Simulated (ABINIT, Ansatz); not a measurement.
# Be3N2 (R3m): G0W0 on several meshes in ABINIT, part 2 of 2

How does the mesh move the gap of Be3N2 (R3m)?

ABINIT 10.8.3; LDA and many-body steps on it, plane waves. Known limits of the many-body steps: not at the basis limit.

So far. Step 4 (4×4×4): The gap on the mesh goes from 2.73 eV to 4.17 eV, a correction of +1.44 eV. Step 5 (Empty states on the mesh, 6×6×6 mesh, 56 bands): On this mesh the gap is 2.731 eV.

## 6. Screening, 6×6×6 mesh, 52 bands, screening to 141.5 eV

This step: RPA screening on LDA, plane waves, norm-conserving pseudopotentials.

run.abi

```
acell 3*1.0 Angstrom
rprim 
  1.419805055509 0.819724830995 4.866215662800
  -1.419805055509 0.819724830995 4.866215662800
  -0.000000000000 -1.639449661990 4.866215662800
ntypat 2
znucl 4 7
natom 5
typat 1 1 1 2 2
xred 
  0.859001080000 0.859001080000 0.859001080000
  0.317694560000 0.317694560000 0.317694560000
  0.088806770000 0.088806770000 0.088806770000
  0.204162680000 0.204162680000 0.204162680000
  0.708434910000 0.708434910000 0.708434910000
pp_dirpath "pseudos"
pseudos "Be.upf, N.upf"
ecut 38
ngkpt 6 6 6
nshiftk 1
shiftk 0 0 0
kptopt 1
chksymbreak 0
istwfk *1
occopt 1
irdwfk 1
optdriver 3
nband 52
ecuteps 5.2
inclvkb 2
awtr 1
symchi 1
indata_prefix "in"
outdata_prefix "out"
tmpdata_prefix "tmp"
```

Run with:

```sh
OMP_NUM_THREADS=1 mpirun -n 4 abinit run.abi > log
```

Numbers of over 12 decimals in the logs are rounded to 6 here.

Log:

```text
.Version 10.8.3 of ABINIT. v10.8.2 released Aug 2026.

 Symmetries : space group R3 m (#160); Bravais hR (rhombohedral)
[... echo of the input left out ...]
== DATASET  1 ==================================================================
-   mpi_nproc: 4, omp_nthreads: 1 (-1 if OMP is not activated)

--- !DatasetInfo
iteration_state: {dtset: 1, }
dimensions: {natom: 5, nkpt: 32, mband: 52, nsppol: 1, nspinor: 1, nspden: 1, mpw: 2589, }
cutoff_energies: {ecut:  38.0, pawecutdg:  -1.0, }
electrons: {nelect:   2.20000000E+01, charge:   0.00000000E+00, occopt:   1.00000000E+00, tsmear:   1.00000000E-02, }

 SCREENING: Calculation of the susceptibility and dielectric matrices

 Based on a program developped by R.W. Godby, V. Olevano, G. Onida, and L. Reining.
 Incorporated in ABINIT by V. Olevano, G.-M. Rignanese, and M. Torrent.
.Using double precision arithmetic ; gwpc =  8

[... cell and pseudopotentials left out ...]
--------------------------------------------------------------------------------

 ==== K-mesh for the wavefunctions ====
 Number of points in the irreducible wedge :    32
[... list of points left out ...]
 Together with  6 symmetry operations and time-reversal symmetry
 yields   216 points in the full Brillouin Zone.

 ==== Q-mesh for the screening function ====
 Number of points in the irreducible wedge :    32
[... list of points left out ...]
 Together with  6 symmetry operations and time-reversal symmetry
 yields   216 points in the full Brillouin Zone.

 setmesh: FFT mesh size selected  =    40x   40x   40
          total number of points  =        64000

 vcoul_init : cutoff-mode = AUXILIARY_FUNCTION
 q-points for optical limit:   1
     1)      0.000010    0.000020    0.000030

- screening: taking advantage of time-reversal symmetry
- Maximum band index for partially occupied states nbvw = 11
- Remaining bands to be divided among processors   nbcw = 41
- Number of bands treated by each node ~10

 Number of electrons calculated from density =   22.0000; Expected =   22.0000
 average of density, n =  0.095937
 r_s =    1.3551
 omega_plasma =   29.8778 [eV]

 calculating chi0 at frequencies [eV] :
  1    0.000000E+00    0.000000E+00
  2    0.000000E+00    2.987782E+01

--------------------------------------------------------------------------------
  q-point number  1        q = ( 0.000000, 0.000000, 0.000000) [r.l.u.]
--------------------------------------------------------------------------------
[... chi0 elements left out ...]
 For q-point:  0.000010 0.000020 0.000030
  dielectric constant =   4.5228
  dielectric constant without local fields =   4.9180

  Average fulfillment of the sum rule on Im[epsilon] for q-point    1 :     56.70  [%]
[... wings left out ...]
  q-point number  2        q = ( 0.166667, 0.000000, 0.000000) [r.l.u.]
--------------------------------------------------------------------------------
[... chi0 elements left out ...]
  Average fulfillment of the sum rule on Im[epsilon] for q-point    2 :     71.43  [%]

 [... 30 further q-points ...]
```

Wall time 6.4 min (4 MPI ranks of Arm Neoverse V2, shared host); peak memory 3.2 GiB.

Numbers from this step:

- ε∞ with local fields, on this mesh, along the program's q direction: 4.523
- the same without local fields: 4.918
- plasma frequency: 29.88 eV
- plane waves in the screening matrix: 129

## 7. 6×6×6

This step: G0W0 on LDA, plane waves, norm-conserving pseudopotentials.

Edit run.abi of step 6 so:

```diff
@@ -26,8 +26,17 @@
 irdwfk 1
-optdriver 3
+optdriver 4
 nband 52
+gwcalctyp 0
+ecutsigx 38
+symsigma 1
+nkptgw 2
+kptgw 
+  0.0000000000 0.0000000000 0.0000000000
+  0.5000000000 0.5000000000 0.0000000000
+bdgw 
+  10 13
+  10 13
 ecuteps 5.2
-inclvkb 2
-awtr 1
-symchi 1
+irdscr 1
+ppmodel 1
 indata_prefix "in"
```

Log:

```text
.Version 10.8.3 of ABINIT. v10.8.2 released Aug 2026.

 Symmetries : space group R3 m (#160); Bravais hR (rhombohedral)
[... echo of the input left out ...]
== DATASET  1 ==================================================================
-   mpi_nproc: 4, omp_nthreads: 1 (-1 if OMP is not activated)

--- !DatasetInfo
iteration_state: {dtset: 1, }
dimensions: {natom: 5, nkpt: 32, mband: 52, nsppol: 1, nspinor: 1, nspden: 1, mpw: 2589, }
cutoff_energies: {ecut:  38.0, pawecutdg:  -1.0, }
electrons: {nelect:   2.20000000E+01, charge:   0.00000000E+00, occopt:   1.00000000E+00, tsmear:   1.00000000E-02, }

 SIGMA: Calculation of the GW corrections

 Based on a program developped by R.W. Godby, V. Olevano, G. Onida, and L. Reining.
 Incorporated in ABINIT by V. Olevano, G.-M. Rignanese, and M. Torrent.
.Using double precision arithmetic ; gwpc =  8

[... cell and pseudopotentials left out ...]
--------------------------------------------------------------------------------

 ==== K-mesh for the wavefunctions ====
 Number of points in the irreducible wedge :    32
[... list of points left out ...]
 Together with  6 symmetry operations and time-reversal symmetry
 yields   216 points in the full Brillouin Zone.

 ==== Q-mesh for screening function ====
 Number of points in the irreducible wedge :    32
[... list of points left out ...]
 Together with  6 symmetry operations and time-reversal symmetry
 yields   216 points in the full Brillouin Zone.

 vcoul_init : cutoff-mode = AUXILIARY_FUNCTION
 q-points for optical limit:   1
     1)      0.000010    0.000020    0.000030
 setmesh: FFT mesh size selected  =    54x   54x   54
          total number of points  =       157464

 Number of electrons calculated from density =   22.0000; Expected =   22.0000
[...]
number of omega for Sigma on real axis              0
 max omega for Sigma on real axis  [eV]           0.00
 zcut for avoiding poles [eV]                     0.10

 EPSILON^-1 parameters (SCR file):
 dimension of the eps^-1 matrix on file            129
 dimension of the eps^-1 matrix used               129
 number of plane-waves for wavefunctions          2557
 number of bands                                    52
 number of q-points in IBZ                          32
 number of frequencies                               2
 number of real frequencies                          1
 number of imag frequencies                          1

 matrix elements of self-energy operator (all in [eV])

 Perturbative Calculation

--- !SelfEnergy_ee
iteration_state: {dtset: 1, }
kpoint     : [   0.000,    0.000,    0.000, ]
spin       : 1
KS_gap     :    6.136
QP_gap     :    7.728
Delta_QP_KS:    1.592
data: !SigmaeeData |
     Band     E0 <VxcDFT>   SigX SigC(E0)      Z dSigC/dE  Sig(E)    E-E0       E
       10   5.933 -17.551 -21.705   3.574   0.807  -0.239 -18.019  -0.468   5.466
       11   5.933 -17.551 -21.705   3.574   0.807  -0.239 -18.019  -0.468   5.466
       12  12.069 -13.926  -8.292  -4.264   0.821  -0.218 -12.801   1.125  13.193
[...]
--- !SelfEnergy_ee
iteration_state: {dtset: 1, }
kpoint     : [   0.500,    0.500,    0.000, ]
spin       : 1
KS_gap     :    3.792
QP_gap     :    5.281
Delta_QP_KS:    1.489
data: !SigmaeeData |
     Band     E0 <VxcDFT>   SigX SigC(E0)      Z dSigC/dE  Sig(E)    E-E0       E
[...]
12   8.664 -11.335  -6.536  -3.633   0.843  -0.186 -10.352   0.983   9.647
       13  13.575 -11.855  -5.895  -4.320   0.841  -0.188 -10.475   1.380  14.955

== END DATASET(S) ==============================================================
================================================================================

 -outvars: echo values of variables after computation  --------
           etotal      0.0000000000E+00
            nband          52
             nkpt          32
          spgroup         160
 [... the other variables as echoed above ...]

 Calculation completed.
```

Run time: 12 s. Hardware: 4 MPI ranks; peak memory 2.3 GiB; 46 s of CPU time.

Numbers from this step:

| Item | Value |
| --- | --- |
| G0W0 gap on the points computed | 4.181 eV |
| starting gap on the mesh | 2.731 eV |
| k of the valence top | 0, 0, 0 |
| k of the conduction bottom | 0.5, 0.5, 0 |
| Z at the valence top | 0.807 |
| Z at the conduction bottom | 0.843 |
| least direct G0W0 gap on the computed points | 5.28 eV |

Against G0W0 in ABINIT (4×4×4 mesh, 52 bands, screening to 141.5 eV, Godby-Needs plasmon pole), the gap moves by +0.013 eV.

## 8. The runs together

Times are wall times on 4 MPI ranks of Arm Neoverse V2, shared host, good to a factor of about two. A run's time includes the screening step that it read.

```tsv
run	mesh	bands	screening cutoff (eV)	DFT gap (eV)	gap on the mesh (eV)	direct (eV)	ε∞ used	time
4×4×4	4×4×4	52	141.5	2.731	4.168	5.251	4.76	49 s
6×6×6	6×6×6	52	141.5	2.731	4.181	5.280	4.52	6.6 min
```

## 9. Outcome

```json
{
 "4×4×4": "4.168 eV",
 "6×6×6": "4.181 eV",
 "known limits": "not at the basis limit"
}
```

6×6×6: +0.013 eV against 4×4×4. Bands and cutoff are finite, so the gap is not at the basis limit. The miss can reach some tenths of an eV and take either sign; the mesh is an error of its own. In the G0W0 runs levels were corrected at 2 k points alone, so a gap called «on the mesh» is the least over those, and an edge elsewhere would be missed.

[Paths, hosts, dates, memory and timing lines, banners, echoed tables and standing remarks are left out of the program output.]

[Logs are printed without paths, hosts, clocks, repeated set-up lines and the standing remarks that a program may print on its own settings, such as how far it seeks lower states.]

[Runs of the session that timed out or met a known fault of the program may be left out.]

[Hosts, paths, dates, database ids (printed as entryN), source tags and the programs' standing remarks are cut or masked in the printed files.]

[G0W0 gaps are taken among the corrected bands and points alone; a level outside them can change the order at an edge.]

[Where Ansatz stands beside ABINIT at settings called matched, ABINIT's density can come from a denser mesh and the files from another edition; pairs whose starting gaps differed by over 0.03 eV were left out, so agreement reads better than it is.]
